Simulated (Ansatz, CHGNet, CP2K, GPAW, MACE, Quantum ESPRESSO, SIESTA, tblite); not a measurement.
# Running random packing of 41In2S3-59GeS2 (mol %) (84 atoms) with GPAW

Aim: run random packing of 41In2S3-59GeS2 (mol %) (84 atoms) in GPAW and see how near its forces come to a plane-wave reference, and at what cost.

Calculated with GPAW 26.7.0; the method is named at each step.

## Step 1: The structure

The cell holds 84 atoms: 18 In, 53 S and 13 Ge. Its edges and angles: a = 12.555 Å, b = 12.555 Å, c = 12.555 Å, α = 90.0°, β = 90.0°, γ = 90.0°. 84 atoms (18 In, 53 S, 13 Ge) packed at random in a cube at 3.95 g/cm³ and pushed apart as soft spheres, cations and anions kept from their own kind; a start for melting by ab initio MD, not an equilibrated structure. Then every atom was moved at random, 0.03 Å r.m.s. a Cartesian component.

The yardstick, on the same geometry:

| Quantity | Value |
| --- | --- |
| method | Kohn-Sham DFT, PBE, SSSP efficiency 1.3.0 pseudopotentials, plane waves (Quantum ESPRESSO 7.5); sssp-pbe-1.3.0-efficiency, cutoffs 45/360 Ry, Γ point |
| r.m.s. force component | 0.7479 eV/Å |
| longest force | 2.856 eV/Å |
| pressure | 2.369 GPa |
| time | 13 min on 4 MPI ranks of Arm Neoverse V2, shared host |
| CPU time | 54 min |

## Step 2: PBE, LCAO dzp, h 0.2 Å

Method: Kohn-Sham DFT, PBE, PAW, atomic orbitals (dzp).

The input, run.py:

```python
import numpy as np
from ase.io import read
from gpaw import GPAW, FermiDirac

atoms = read("structure.xyz")
atoms.calc = GPAW(
    mode="lcao",
    basis="dzp",
    h=0.2,
    xc="PBE",
    kpts={"size": (1, 1, 1), "gamma": True},
    occupations=FermiDirac(0.05),
    maxiter=200,
    symmetry={"point_group": False},
    txt="gpaw.txt",
)
energy = atoms.get_potential_energy(force_consistent=True)
forces = atoms.get_forces()
print(f"energy {energy:.6f} eV")
print("forces (eV/A)")
for i, (a, f) in enumerate(zip(atoms, forces)):
    print(f"{i:4d} {a.symbol:2s} {f[0]:10.5f} {f[1]:10.5f} {f[2]:10.5f}")
print(f"Fermi level {atoms.calc.get_fermi_level():.4f} eV")
for k in range(len(atoms.calc.get_ibz_k_points())):
    for s in range(atoms.calc.get_number_of_spins()):
        e = atoms.calc.get_eigenvalues(kpt=k, spin=s)
        n = np.searchsorted(e, atoms.calc.get_fermi_level())
        print(f"k {k} spin {s} levels about the Fermi level:", np.round(e[max(n - 6, 0):n], 4).tolist(), "|", np.round(e[n:n + 6], 4).tolist())
```

The input, structure.xyz:

```xyz
84
Lattice="12.55510 0.00000 0.00000 0.00000 12.55510 0.00000 0.00000 0.00000 12.55510" Properties=species:S:1:pos:R:3 pbc="T T T"
In 1.33574 7.44543 11.39049
In 0.11036 4.07200 6.57473
In 6.65420 6.14321 10.70347
In 6.11710 11.85026 5.63448
In 8.21669 4.52260 2.81071
In 0.31488 5.66499 2.70927
In 8.37990 1.97780 4.74332
In 2.63971 10.75859 8.36647
In 7.36319 10.26040 2.32520
In 8.58857 7.76207 4.06396
In 4.75537 1.12381 11.40982
In 10.51100 6.38502 7.27907
In 7.53921 7.47882 7.24705
In 1.02512 2.54479 3.65404
In 4.00370 3.68467 3.32534
In 9.85902 9.16422 9.07332
In 10.96713 2.33889 1.27397
In 12.09847 1.02086 6.05784
S 10.35997 4.30088 12.20481
S 2.15609 4.21462 5.30302
S 3.51430 1.90122 9.47094
S 11.47762 6.70731 4.65254
S 12.08340 9.58820 8.34312
S 8.04807 10.76889 8.62987
S 8.38932 9.40025 11.44724
S 11.39652 3.54744 3.36816
S 4.29259 4.98048 8.92404
S 0.82776 3.52484 9.00000
S 1.28665 1.32218 0.15091
S 8.91826 2.25992 7.10204
S 10.87259 0.62173 11.53362
S 4.42279 11.40355 9.94515
S 10.12506 9.57364 4.69774
S 4.75801 7.93821 3.82918
S 4.56277 7.55101 7.01039
S 5.02317 2.82289 0.59900
S 8.56208 2.07423 2.35182
S 9.39147 11.45502 1.24019
S 2.25163 0.53874 3.80043
S 11.61761 12.34330 3.93364
S 12.43018 10.64572 1.43668
S 7.35189 5.12462 7.80827
S 6.43148 0.99462 8.65147
S 8.10256 2.35107 11.02614
S 12.33664 6.64717 0.57578
S 0.29994 6.44089 7.68887
S 4.75600 2.68240 6.44667
S 2.01710 8.32466 2.06092
S 5.32838 11.05238 3.45604
S 5.75111 8.44933 9.89342
S 6.84793 8.10356 1.43643
S 10.61509 7.35402 10.44258
S 3.95825 12.34719 0.84747
S 3.78524 10.59311 6.25683
S 2.40807 4.90616 11.43506
S 9.58808 6.36104 2.09946
[... 24 atom lines left out ...]
Ge 0.32744 8.42535 6.67278
Ge 0.95306 0.60917 9.33158
Ge 11.39865 2.64097 9.57038
Ge 10.63630 9.91916 11.98372
```

Started as:

```console
> OMP_NUM_THREADS=1 python run.py > output.txt
```

Log:

```text
energy -276.668901 eV
forces (eV/A)
   0 In    0.60842   -0.78176    0.10608
   1 In   -0.94826   -0.70671    0.20746
   2 In   -0.36918   -0.17099   -1.63606
   3 In   -1.53495    0.67656    1.73499
   4 In    0.81717   -0.18994   -1.73160
   5 In   -0.00233    0.53829    1.34138
   6 In   -0.22033    0.52589    1.61932
   7 In    0.87815   -1.54169    0.84285
   8 In    0.85364    0.91731   -0.31352
   9 In    0.18701   -0.36530   -0.50490
  10 In   -0.42741   -0.12929   -1.27747
  11 In   -2.17312   -0.17185   -0.03407
  12 In   -0.07043    0.30517    0.63663
  13 In   -0.11361   -1.33745    0.74526
  14 In    1.11540   -1.22472    1.22648
  15 In   -1.43102   -1.03143   -0.15925
  16 In   -0.29186   -1.00525   -1.66369
  17 In   -0.95780    1.20415   -0.75210
  18 S     0.49469   -1.16009   -0.07738
  19 S     1.47966    0.01445   -0.52757
  20 S    -0.39698    0.13395   -0.78803
  21 S     0.21948    0.50339   -0.25610
  22 S     0.86801    1.59171    0.09102
  23 S    -0.33418   -0.84748   -2.95691
[...]
76 Ge   -0.74108    1.10184    1.40483
  77 Ge   -1.39429   -0.52590    0.51331
  78 Ge   -0.46612    0.80621   -0.42422
  79 Ge    1.23132    0.52045   -0.23450
  80 Ge    0.54913   -0.79268   -2.15804
  81 Ge    0.72587    0.80927    0.76440
  82 Ge   -0.94872   -0.49532    0.51024
  83 Ge    0.00987    0.75947    1.37027
Fermi level 4.5009 eV
k 0 spin 0 levels about the Fermi level: [4.3275, 4.3583, 4.3931, 4.4345, 4.4613, 4.4919] | [4.5323, 4.5407, 4.5548, 4.596, 4.6275, 4.6507]
```

gpaw.txt:

```text
Input parameters:
  mode=LCAO(),
  basis={'default': 'dzp'},
  h=0.2,
  kpts=MonkhorstPack(size=(1, 1, 1), gamma=True),
  maxiter=200,
  occupations=Occupations(name='fermi-dirac', width=0.05, fixmagmom=False),
  symmetry=Symmetry(point_group=False),
  xc=XC(name='PBE')
Unit cell  # Å
| periodic |         x |         y |         z |   lengths |    angles |
|----------|-----------|-----------|-----------|-----------|-----------|
|      yes | 12.555100 |  0.000000 |  0.000000 | 12.555100 | 90.000000 |
|      yes |  0.000000 | 12.555100 |  0.000000 | 12.555100 | 90.000000 |
|      yes |  0.000000 |  0.000000 | 12.555100 | 12.555100 | 90.000000 |
Number of symmetries: 1
Symmetry operations  # r_c * U_cc + t_c -> r_c
|   | kind |            matrix            |
|---|------|------------------------------|
| 0 |  E   |  1, 0, 0,  0, 1, 0,  0, 0, 1 |
BZ-sampling:
  Number of BZ points: 1
  Number of IBZ points: 1
  Monkhorst-Pack size: [1, 1, 1]
  Monkhorst-Pack shift: [0, 0, 0]
[... lines left out ...]
  Fermi-Dirac:
[... lines left out ...]
    Stencil: 6*3+1=19 point O(h^6) finite-difference Laplacian
xc functional:
  name: PBE with 2 nearest neighbor stencil
interpolation: tri-quintic # 5. degree polynomial
Initialization done in: 10.112 s
convergence criteria:
- Maximum [total energy] change in last 3 cyles: 0.0005 eV / valence electron
- Maximum integral of absolute [dens]ity change: 0.0001 electrons / valence electron
- Maximum integral of absolute [eigenst]ate change: 4e-08 eV^2 / valence electron
maximum number of iterations: 200
SCF iterations
|iter     |      energy | eigst |  dens |
|---------|-------------|-------|-------|
|iter:   1| -290.396688 |      c|       |
|iter:   2| -284.780552 |      c| -1.14 |
|iter:   3| -285.641004 |      c| -1.21 |
|iter:   4| -283.753864 |      c| -1.23 |
[...]
|iter:  10| -276.730910 |      c| -1.85 |
|iter:  11| -276.487448 |      c| -1.99 |
|iter:  12| -276.455949c|      c| -2.22 |
|iter:  13| -276.410318c|      c| -2.33 |
|iter:  14| -276.464063c|      c| -2.56 |
[...]
|iter:  23| -276.387070c|      c| -3.80 |
|iter:  24| -276.387024c|      c| -3.85 |
|iter:  25| -276.386992c|      c| -4.05c|
Converged in 25 steps
SCF loop duration: 258.279 s (10.331 s/step)
Energy contributions relative to reference atoms: (reference = -4197280.700535)
Energy contributions:
  Kinetic:         703.400749
  Coulomb:        -634.306060
  Zero:              3.435197
  External:          0.000000
  Xc:             -348.634969
  Entropy:          -0.563818
  Spinorbit:         0.000000
  ----------------------------
  Free energy:    -276.668901
  Extrapolated:   -276.386992
dipole moment: (-51.801095, 65.877775, 67.230824)  # |e|*Ang
Fermi level: 4.501
Eigenvalues  # (at kpt = [0.000, 0.000, 0.000])
| band index |      eig [eV] | occ [0-2] |
|------------|---------------|-----------|
|          0 |       -11.158 |     2.000 |
|        ... |               |           |
|        294 |         4.246 |     1.988 |
|        295 |         4.313 |     1.954 |
[...]
|        309 |         4.724 |     0.023 |
|        ... |               |           |
|        366 |         8.819 |     0.000 |
Gap: 0.040 eV
Transition (v -> c):
  (s=0, k=0, n=301, [0.00, 0.00, 0.00]) -> (s=0, k=0, n=302, [0.00, 0.00, 0.00])
No difference between direct/indirect transitions
Force computation time: 21.629  # s
timing:  # [seconds]
  Total:  290.048  # ━━━━━━━━━━━━━━━━━━━━━━━━━━━━━━━━━━━━━━━━━━━━━━━━━━━━━━━━
  Init:    10.111  # ━━
  SCF:    258.279  # ━━━━━━━━━━━━━━━━━━━━━━━━━━━━━━━━━━━━━━━━━━━━━━━━━━
  Forces:  21.629  # ━━━━
```

The job ended after 4.9 min (1 thread of Arm Neoverse V2, shared host; peak memory 1.9 GiB).

Banners, paths, timers and routine set-up lines are dropped from the logs unmarked, and long logs keep their key lines alone; longer cuts are marked.

Compared with the plane-wave run:

```yaml
r_m_s_force_component: 0.8204 eV/Å
r_m_s_difference_of_force_components: 143.6 meV/Å
longest_difference_of_force_vectors: 603.7 meV/Å
force_difference_over_r_m_s_force: 19.2 %
slope_of_forces_against_the_reference_s: 1.083
correlation_of_force_components: 0.9875
```

Length of the force difference by element (eV/Å):

| element | atoms | mean | most |
| --- | --- | --- | --- |
| Ge | 13 | 0.32 | 0.57 |
| In | 18 | 0.13 | 0.28 |
| S | 53 | 0.21 | 0.60 |

The surroundings of S57, picked at random, nearest first, numbered as they follow in the input and with coordinates relative to it.

| atom | x | y | z | distance (Å) | bonds | Fx | Fy | Fz (eV/Å) |
| --- | --- | --- | --- | --- | --- | --- | --- | --- |
| S57 | 0.00 | 0.00 | 0.00 | 0.00 | 2 | -1.20 | 0.31 | -0.09 |
| Ge83 | 1.17 | -1.87 | 0.50 | 2.26 | 3 | -0.95 | -0.50 | 0.51 |
| In12 | 0.28 | 1.88 | -1.79 | 2.61 | 3 | -2.17 | -0.17 | -0.03 |
| S19 | 0.13 | -0.21 | 3.14 | 3.15 | 2 | 0.49 | -1.16 | -0.08 |
| S52 | 0.38 | 2.84 | 1.38 | 3.18 | 2 | 0.66 | -0.76 | 0.90 |
| S42 | -2.88 | 0.62 | -1.26 | 3.20 | 1 | -0.62 | 0.03 | 0.88 |
| S30 | -1.31 | -2.25 | -1.96 | 3.26 | 2 | -0.03 | 0.09 | 0.58 |
| S28 | 3.15 | -0.98 | -0.07 | 3.30 | 3 | 1.15 | -0.49 | 0.44 |
| In2 | 2.43 | -0.44 | -2.49 | 3.51 | 3 | -0.95 | -0.71 | 0.21 |
| S46 | 2.62 | 1.93 | -1.38 | 3.54 | 3 | 1.49 | -0.65 | 1.70 |
| S44 | -2.13 | -2.16 | 1.96 | 3.61 | 0 | 0.30 | -0.08 | 0.30 |

Atoms are counted from 1 here, from 0 in the log.

Forces lie 19 % from the reference's, at 0.091 times its CPU time (on 1 against 4 cores).

## Step 3: PBE, LCAO szp(dzp), h 0.2 Å

Method: Kohn-Sham DFT, PBE, PAW, atomic orbitals (szp(dzp)).

run.py: that of step 2 with these lines changed.

```diff
@@ -7,3 +7,3 @@
     mode="lcao",
-    basis="dzp",
+    basis="szp(dzp)",
     h=0.2,
```

structure.xyz is that of step 2.

Log:

```text
energy -259.861138 eV
forces (eV/A)
   0 In    0.60984   -0.75311    0.09411
   1 In   -1.01815   -0.71734    0.13517
   2 In   -0.28135   -0.18282   -1.78504
   3 In   -1.59162    0.80710    1.97970
   4 In    0.71673   -0.19215   -1.81363
   5 In    0.05960    0.61460    1.44339
[...]
81 Ge    0.69795    1.00089    1.12154
  82 Ge   -1.13060   -0.88262    0.69585
  83 Ge    0.13248    0.76110    1.50948
Fermi level 4.6227 eV
k 0 spin 0 levels about the Fermi level: [4.4517, 4.4827, 4.5141, 4.5569, 4.5802, 4.6158] | [4.6577, 4.6604, 4.6731, 4.7173, 4.752, 4.7715]
```

gpaw.txt:

```text
Input parameters:
  mode=LCAO(),
  basis={'default': 'szp(dzp)'},
  h=0.2,
  kpts=MonkhorstPack(size=(1, 1, 1), gamma=True),
  maxiter=200,
  occupations=Occupations(name='fermi-dirac', width=0.05, fixmagmom=False),
[... lines left out ...]
  Fermi-Dirac:
[... lines left out ...]
convergence criteria:
- Maximum [total energy] change in last 3 cyles: 0.0005 eV / valence electron
[... lines left out ...]
Converged in 25 steps
[... lines left out ...]
  Free energy:    -259.861138
[... lines left out ...]
Fermi level: 4.623
[... lines left out ...]
|        ... |               |           |
|        366 |         9.134 |     0.000 |
Gap: 0.042 eV
Transition (v -> c):
  (s=0, k=0, n=301, [0.00, 0.00, 0.00]) -> (s=0, k=0, n=302, [0.00, 0.00, 0.00])
No difference between direct/indirect transitions
Force computation time: 15.870  # s
timing:  # [seconds]
  Total:  225.280  # ━━━━━━━━━━━━━━━━━━━━━━━━━━━━━━━━━━━━━━━━━━━━━━━━━━━━━━━━
  Init:     9.218  # ━━╸
  SCF:    200.166  # ━━━━━━━━━━━━━━━━━━━━━━━━━━━━━━━━━━━━━━━━━━━━━━━━━━
  Forces:  15.870  # ━━━━
```

Wall time 3.8 min (1 thread); peak memory 1.8 GiB.

Compared with the plane-wave run:

```yaml
r_m_s_force_component: 0.9275 eV/Å
r_m_s_difference_of_force_components: 319.5 meV/Å
longest_difference_of_force_vectors: 1450 meV/Å
force_difference_over_r_m_s_force: 42.72 %
slope_of_forces_against_the_reference_s: 1.178
correlation_of_force_components: 0.9497
```

This is a coarse setting, run to see what it loses.

Against the first run (19 %), the force difference from the reference is 43 %, at 0.78 times the CPU time, with 846 basis functions against 1272: the smaller basis costs accuracy.

## Step 4: RPBE, LCAO dzp, h 0.2 Å

Method: Kohn-Sham DFT, RPBE, PAW, atomic orbitals (dzp).

run.py: that of step 3 with these lines changed.

```diff
@@ -7,5 +7,5 @@
     mode="lcao",
-    basis="szp(dzp)",
+    basis="dzp",
     h=0.2,
-    xc="PBE",
+    xc="RPBE",
     kpts={"size": (1, 1, 1), "gamma": True},
```

structure.xyz is that of step 3.

Log:

```text
energy -247.790167 eV
forces (eV/A)
   0 In    0.59368   -0.79057    0.10561
   1 In   -1.01244   -0.74489    0.18960
   2 In   -0.36951   -0.18389   -1.66867
   3 In   -1.58317    0.73309    1.81123
   4 In    0.84603   -0.19921   -1.76995
   5 In    0.01656    0.56886    1.38390
[...]
81 Ge    0.72237    0.81045    0.80015
  82 Ge   -0.96828   -0.52736    0.52126
  83 Ge    0.02706    0.76597    1.39712
Fermi level 4.6176 eV
k 0 spin 0 levels about the Fermi level: [4.4461, 4.4761, 4.5076, 4.5504, 4.5778, 4.6105] | [4.6484, 4.6557, 4.6739, 4.7107, 4.7429, 4.7676]
```

gpaw.txt:

```text
Input parameters:
  mode=LCAO(),
  basis={'default': 'dzp'},
  h=0.2,
  kpts=MonkhorstPack(size=(1, 1, 1), gamma=True),
  maxiter=200,
  occupations=Occupations(name='fermi-dirac', width=0.05, fixmagmom=False),
[... lines left out ...]
  Fermi-Dirac:
[... lines left out ...]
convergence criteria:
- Maximum [total energy] change in last 3 cyles: 0.0005 eV / valence electron
[... lines left out ...]
Converged in 26 steps
[... lines left out ...]
  Free energy:    -247.790167
[... lines left out ...]
Fermi level: 4.618
[... lines left out ...]
|        ... |               |           |
|        366 |         8.985 |     0.000 |
Gap: 0.038 eV
Transition (v -> c):
  (s=0, k=0, n=301, [0.00, 0.00, 0.00]) -> (s=0, k=0, n=302, [0.00, 0.00, 0.00])
No difference between direct/indirect transitions
Force computation time: 22.397  # s
timing:  # [seconds]
  Total:  305.170  # ━━━━━━━━━━━━━━━━━━━━━━━━━━━━━━━━━━━━━━━━━━━━━━━━━━━━━━━━
  Init:    10.350  # ━━
  SCF:    272.396  # ━━━━━━━━━━━━━━━━━━━━━━━━━━━━━━━━━━━━━━━━━━━━━━━━━━
  Forces:  22.397  # ━━━━
```

The job ended after 5.1 min (1 thread; peak memory 1.9 GiB).

Against the reference:

```yaml
r_m_s_force_component: 0.8429 eV/Å
r_m_s_difference_of_force_components: 158.3 meV/Å
longest_difference_of_force_vectors: 651.2 meV/Å
force_difference_over_r_m_s_force: 21.17 %
slope_of_forces_against_the_reference_s: 1.113
correlation_of_force_components: 0.9873
```

Against the first run (19 %), the force difference from the reference is 21 %, at 1.1 times the CPU time; the model has changed, so this is no error of the program alone.

## Step 5: All runs compared

Differences are against the plane-wave reference, forces as r.m.s. over components; share is that over the reference's r.m.s. force, slope the least-squares factor from reference forces to these. Total energies of different programs have different zeros and aren't compared.

| run | Δ force, r.m.s. (meV/Å) | share (%) | slope | cores | CPU time | memory (GiB) |
| --- | --- | --- | --- | --- | --- | --- |
| reference | - | - | - | 4 | 54 min | 5.5 |
| GPAW PBE, LCAO dzp, h 0.2 Å | 144 | 19.2 | 1.083 | 1 | 4.9 min | 1.9 |
| GPAW PBE, LCAO szp(dzp), h 0.2 Å (coarse) | 320 | 42.7 | 1.178 | 1 | 3.8 min | 1.8 |
| GPAW RPBE, LCAO dzp, h 0.2 Å | 158 | 21.2 | 1.113 | 1 | 5.1 min | 1.9 |

Rows marked coarse were listed beforehand as settings not expected to be converged; some can still land near the reference.

CPU time is summed over cores on a shared host, where runs went side by side, so it is rough. Symmetry, cutoffs, thresholds, outputs and thread counts weren't matched or tuned between programs; memory under MPI is the largest rank's times the ranks.

## Step 6: Outcome

```yaml
nearest_in_forces: GPAW PBE, LCAO dzp, h 0.2 Å, 19 %
its_cpu_time: 4.9 min
```

What this shows: The PBE run in local orbitals, coarse settings apart, differs by 19 % (GPAW PBE, LCAO dzp, h 0.2 Å); basis, grid and potentials can all enter. Rows with another functional or a dispersion term differ by 21 % (GPAW RPBE, LCAO dzp, h 0.2 Å), which mixes the change of model with differences of basis and potentials. Runs with settings chosen to be coarse differ by 43 % (GPAW PBE, LCAO szp(dzp), h 0.2 Å), their programs' other errors included. Of the electronic-structure runs that take under half the reference's CPU time, GPAW PBE, LCAO dzp, h 0.2 Å comes nearest, at 19 % in 4.9 min against 54 min. The potentials hold different valence shells: 734 electrons in the reference, 604 in GPAW; this bears on time and differences. GPAW's setups keep the filled d shell of Ge in the core. The reference's pressure of 2.4 GPa belongs to a cell and atoms that aren't relaxed at this level. The electronic-structure runs sample only Γ, in a cell whose shortest periodic width is 13 Å, which is coarse for a cell with partly filled levels.

[Also dropped from logs without a mark: logging warnings of Python, and SIESTA's first energy breakdown and zero terms.]

[Logs are printed without paths, hosts, clocks, repeated set-up lines and the standing remarks that a program may print on its own settings, such as how far it seeks lower states.]

[Hosts, paths, dates, database ids (printed as entryN), source tags and the programs' standing remarks are cut or masked in the printed files.]
